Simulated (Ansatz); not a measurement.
# Lattice dynamics of CsH (model cell, started as NiAs type), part 3 of 3

Task: relax CsH (model cell, started as NiAs type), then find its harmonic phonons.

Ansatz 0.2.0; DFT PBEsol, scalar-relativistic, plane waves, PAW.

So far. Step 4 (Tight relaxation): The forces vanish by symmetry and the pressure is 0.004 GPa, within the tolerances set. The cell now holds 30.53 Å³/atom. Step 5 (Zone-centre response): Before it was imposed, the acoustic sum rule was missed by 1.7e-5 eV/Å² and the charge sum rule by 0.0013 e. Small misses are needed for a sound result but don't prove that mesh and cutoff are converged. The lowest optical mode is real, 27.5 cm⁻¹. The relaxed cell has a = 4.283, c = 7.686 Å (conventional setting).

The structure was built from a prototype and need not be the compound's stable phase.

**6. Response at finite wavevector**

The mesh has a single point along some directions, so zone-edge points there are not solved. Linear response on a 2×2×1 q mesh gives force constants as far as a supercell of that size would, and the tensors from the zone-centre run are typed in so that the long-range dipole term is interpolated apart.

The input, input.yaml:

```yaml
crystal:
  lattice:
    - [4.2834121956, -2.9361e-06, 0.0]
    - [-2.1417035551, 3.7095452443, 0.0]
    - [0.0, 0.0, 7.685559939]
  atoms:
    - { symbol: Cs, position: [0.0, 0.0, 0.0] }
    - { symbol: Cs, position: [0.0, 0.0, 0.5] }
    - { symbol: H, position: [0.3333333333, 0.6666666667, 0.25] }
    - { symbol: H, position: [0.6666666667, 0.3333333333, 0.75] }
kpoints:
  mp_grid: { grid: [6, 6, 4] }
hamiltonian:
  xc: pbesol
scf:
  occupations: { method: fixed }
output:
  eigenvalues: true
phonons:
  method: dfpt
  qmesh: [2, 2, 1]
  temperatures: { t_max: 1000, t_step: 50 }
  qpath:
    path:
      - [[0.0, 0.0, 0.0], [0.5, 0.0, 0.0], [0.33333333, 0.33333333, 0.0], [0.0, 0.0, 0.0], [0.0, 0.0, 0.5], [0.5, 0.0, 0.5], [0.33333333, 0.33333333, 0.5], [0.0, 0.0, 0.5]]
      - [[0.5, 0.0, 0.5], [0.5, 0.0, 0.0]]
      - [[0.33333333, 0.33333333, 0.5], [0.33333333, 0.33333333, 0.0]]
    npoints: 10
  non_analytic_term:
    high_frequency_dielectric_tensor: [[3.2614, 0.0, 0.0], [0.0, 3.2614, 0.0], [0.0, 0.0, 3.3895]]
    born_effective_charges:
      - { species: Cs, tensor: [[1.113, 0.0, 0.0], [0.0, 1.113, 0.0], [0.0, 0.0, 1.1605]] }
      - { species: Cs, tensor: [[1.113, 0.0, 0.0], [0.0, 1.113, 0.0], [0.0, 0.0, 1.1605]] }
      - { species: H, tensor: [[-1.113, 0.0, 0.0], [0.0, -1.113, 0.0], [0.0, 0.0, -1.1605]] }
      - { species: H, tensor: [[-1.113, 0.0, 0.0], [0.0, -1.113, 0.0], [0.0, 0.0, -1.1605]] }
    source: "zone-centre run at this cell"
```

Run with:

```bash
ansatz run input.yaml --threads 4 --pin off --max-ram 7168MiB --backend cpu --events-out ev --progress --plain --runs-dir out
```

Numbers of over 12 decimals in the logs are rounded to 6 here.

The program printed:

```text
Warning: phonons: the dynamical matrix that this run interpolates holds no multipole term above the dipole-dipole one, and a site of this crystal is no centre of inversion, so its interpolated transverse optical and acoustic branches and sound speeds can stay off near Gamma, and the density of states and the thermodynamics with them. What a run solves at a wave vector of phonons.qpoints, Gamma apart, where the deck admits one, is free of this, and under fd what a larger phonons.supercell samples
[...]
Crystal: 4 atoms, lattice volume = 122.120 Å³
Basis set: ecut = 420 eV, 2383 PW (Γ), exchange–correlation on 60×60×108 points (8 copies of the dense FFT grid, shifted against one another)
Bands: 14, of which v1, the nominal top of the filled ones, is band 10 counted from 1 (9 counted from 0)
Symmetry: 24 space group operations
k-points: 21 of 144
[...]
SCF iter   1: F=—  HF=-11203.501083 eV  |F-HF|=—  |Δ(HF+E_count)|=         —  Δρ=4.68e-3  dr2=2.92e-2  ethr=1.77e-3  ⟨swp⟩=4.5  Hψ=1457  notcnv=0  defer=39
[...]
SCF iter   8: F=-11203.492326 eV  HF=-11203.492326 eV  |F-HF|=1.09e-11  |Δ(HF+E_count)|=  3.06e-10  Δρ=4.38e-8  dr2=1.56e-12  ethr=1.00e-12  ⟨swp⟩=6.7  Hψ=2089  notcnv=0
SCF 1 converged in 8 iterations: F = -11203.492326 eV  dr2 = 1.56e-12
[...]
NSCF: frozen V_eff on 21 k-points
[...]
DFPT response loops at q = (0, 0, 0) (fractional): preconditioner auto → Resta (q_TF=auto, 2.018 Å⁻¹)  ε∞=5.5 (no band partly filled); β = 1.00, the filter's whole step (`scf.mixing.beta` (0.50) is not read by the response loops at its default; to damp them type it under 1.00, their step now; it binds the ground state too); Broyden in place of MSR1
[...]
SCF converged after 8 iterations
Free energy (F): -11203.492326 eV
[...]
Internal energy: -11203.492326 eV  (E = F + TS)
E sigma→0 (E₀):  -11203.492326 eV
Fermi energy:    3.700618 eV
[...]
--- Band table (eV; the first three rows and the last of 21) ---
  k-point 0: bands = [... 6 lower, -4.1308, -4.0070, 1.8147, 3.5595, 6.1339, 7.1204, 8.5574, 8.5574]
  k-point 1: bands = [... 6 lower, -4.1539, -4.1539, 2.0611, 3.2422, 6.5174, 7.3076, 8.6664, 8.6664]
  k-point 2: bands = [... 6 lower, -4.2089, -4.2089, 2.6263, 2.6263, 7.1851, 7.1851, 8.9653, 8.9653]
  k-point 20: bands = [... 6 lower, -4.5828, -4.5828, 3.0804, 3.0804, 7.0167, 7.0167, 8.9183, 8.9183]
--- Phonons (Γ-DFPT): 4 representative perturbations + reference (Σ response iterations 12) ---
  ASR residual: 1.881e-5 → 0.000e0 eV/Å²; symmetrization residual: 1.167e-6 eV/Å²
  ASR residual per site (eV/Å²): 1.49e-5 1.49e-5 1.88e-5 1.88e-5
[...]
--- Phonons (arbitrary-q DFPT): 2 irreducible q on the 2×2×1 mesh ---
  q = [0.0000, 0.0000, 0.0000] (star 1, of the zone-centre solve; hermiticity 6.03e-7, symmetrization 3.02e-7): -0.00 0.00 0.00 27.46 27.46 81.12 375.97 375.97 421.61 473.04 473.04 715.02
  q = [0.0000, -0.5000, 0.0000] (star 3, 6 solved perturbations in 358 linear systems a pass and spin channel, the states on 76 of 144 k-point pairs; hermiticity 3.59e-7, symmetrization 1.99e-7): 28.38 29.46 34.54 51.89 63.48 69.57 402.13 447.87 481.35 482.16 541.54 669.17
  sum rule: each row above includes the acoustic sum rule's correction from the zone centre's row sums; it moved no ω² by more than (2.25 cm⁻¹)²
  mesh force constants: q→R imaginary residual 7.88e-18; ASR residual 1.881e-5 → 0.000e0 eV/Å²; symmetrization residual 1.110e-15 eV/Å²
  interpolated dispersion: 94 rows × 12 modes
  density of states and harmonic sums: on the 18×18×8 q-mesh, interpolated from the force constants of a 2×2×1 supercell (with the dipole–dipole term of supplied tensors)
  largest difference from the sums on the solved wave vectors: F 1.67e-1 eV, S 2.33e-4 and C_V 6.34e-5 eV/K
  zero-point energy: 0.206719 eV/cell   skipped modes (ω ≤ 0): 3   left out of the sums: 9.65e-5 of the cell's modes: C_V's classical limit lies that fraction below 3 k_B per atom; for a crystal, a wire or a layer, F and S can be off by more, and a phonons.interpolated_qmesh denser along its periods is the remedy for the sampling
```

The job ended after 26 s (4 threads of Arm Neoverse V1, shared host; peak memory 0.73 GiB; 98 s of CPU time).

Numbers from this step:

```
sum-rule residual before enforcement                          : 1.88e-5 eV/Å²
lowest mode on the q mesh (acoustic modes at Γ apart)         : 27.46 cm⁻¹
highest frequency at a solved wavevector (no LO-TO term at Γ) : 715.0 cm⁻¹
```

Frequencies (cm⁻¹) solved at each irreducible wavevector; negative means imaginary. Frequencies by wavevector, by row:

| q in reciprocal lattice units | star | mode 1 | mode 2 | mode 3 | mode 4 | mode 10 | mode 11 | mode 12 |
| --- | --- | --- | --- | --- | --- | --- | --- | --- |
| 0 0 0 | 1 | 0 | 0 | 0 | 27.5 | 473 | 473 | 715 |
| 0 -0.5 0 | 3 | 28.4 | 29.5 | 34.5 | 51.9 | 482.2 | 541.5 | 669.2 |

Symmetry leaves 2 wavevectors to solve. The lowest mode among them, the acoustic zeros apart, lies at Γ and is real, 27.5 cm⁻¹.

**7. Isotope substitution**

An isotope changes the mass and not the force constants, so no new electronic calculation is needed; the shifts show which modes move this element.

The same force constants with the mass of H changed from 1.008 to 2.014 u (phonopy, no LO-TO term). Both lists are sorted by frequency; levels can cross, so a row need not hold one and the same mode. Modes under 3 cm⁻¹ are left out. Isotope shifts, by row:

| q | rank | natural mass (cm⁻¹) | changed mass (cm⁻¹) |
| --- | --- | --- | --- |
| 0 0 0 | 4 | 27.46 | 27.46 |
| 0 0 0 | 5 | 27.46 | 27.46 |
| 0 0 0 | 6 | 81.12 | 81.12 |
| 0 0 0 | 7 | 376 | 267 |
| 0 0 0 | 8 | 376 | 267 |
| 0 0 0 | 9 | 421.6 | 299.4 |
| 0 0 0 | 10 | 473 | 334.6 |
| 0 0 0 | 11 | 473 | 334.6 |
| 0 0 0 | 12 | 715 | 505.8 |
| 0 -0.5 0 | 1 | 28.38 | 28.31 |
| 0 -0.5 0 | 2 | 29.46 | 29.44 |
| 0 -0.5 0 | 3 | 34.54 | 34.54 |
| 0 -0.5 0 | 4 | 51.89 | 51.85 |
| 0 -0.5 0 | 5 | 63.48 | 63.46 |
| 0 -0.5 0 | 6 | 69.57 | 69.56 |
| 0 -0.5 0 | 7 | 402.1 | 285.2 |
| 0 -0.5 0 | 8 | 447.9 | 317.3 |
| 0 -0.5 0 | 9 | 481.4 | 340.5 |
| 0 -0.5 0 | 10 | 482.2 | 341.3 |
| 0 -0.5 0 | 11 | 541.5 | 383.1 |
| 0 -0.5 0 | 12 | 669.2 | 473.4 |

A mode of this element alone would shift by -29.26 %. The highest zone-centre frequency without the field goes from 715.0 to 505.8 cm⁻¹ (-29.3 %). The product of the frequency ratios over all optical modes at Γ is 0.127; the product rule, (m/m′)^(3k/2) (M′/M)^(3/2) with k = 2 such atoms and M the mass of the cell, gives 0.127.

**8. What came out**

```yaml
space_group_after_relaxation_within_0p01_a: P6_3/mmc
volume_per_atom: 30.5 Å³
gap_on_the_k_mesh: 2.00 eV
highest_optical_mode_at_the_zone_centre_no_lo_to_term: 715 cm⁻¹
top_of_the_zone_centre_spectrum_with_the_field: 715 cm⁻¹
lowest_optical_zone_centre_mode: 27.5 cm⁻¹
mean_high_frequency_dielectric_constant: 3.30
mean_static_dielectric_constant: 10.0
largest_born_charge_third_of_the_trace: 1.13 e
lowest_mode_on_the_q_mesh_acoustic_modes_at_gamma_apart: 27.5 cm⁻¹
imaginary_modes_on_the_2x2x1_q_mesh: none
```

In words: The structure is a minimum as far as tested: no mode is imaginary at the 2 irreducible wavevectors of the 2×2×1 mesh, and the softest away from the acoustic zeros lies at 27 cm⁻¹. Without the field, the optical modes at Γ span 27 to 715 cm⁻¹. The highest mode in this list at Γ, 715.0 cm⁻¹, is mostly motion of H (100 % of the kinetic energy). The macroscopic field leaves the top of the zone-centre spectrum where it is. Lattice motion raises the mean dielectric constant from 3.304 to 10.04. The strongest infrared line is at 376 cm⁻¹. Averaged over orientations, the strongest Raman line at 532 nm and 300 K is at 473 cm⁻¹. The tensors are the static, non-resonant ones, while 532 nm light (2.33 eV) lies above the computed gap. The q mesh is too sparse to interpolate, so only the solved wavevectors are given. The program warns that the interpolation holds no quadrupole term, so branches close to Γ can be off in this crystal. Spin-orbit coupling is left out, which can matter for the heavy elements here. The starting cell was built on a prototype and not taken from a measurement, so the phase need not exist. These are harmonic frequencies at zero temperature: anharmonic shifts, linewidths and thermal expansion are left out.

[Logs are printed without paths, hosts, clocks, repeated set-up lines and the standing remarks that a program may print on its own settings, such as how far it seeks lower states.]

[Hosts, paths, dates, database ids (printed as entryN), source tags and the programs' standing remarks are cut or masked in the printed files.]
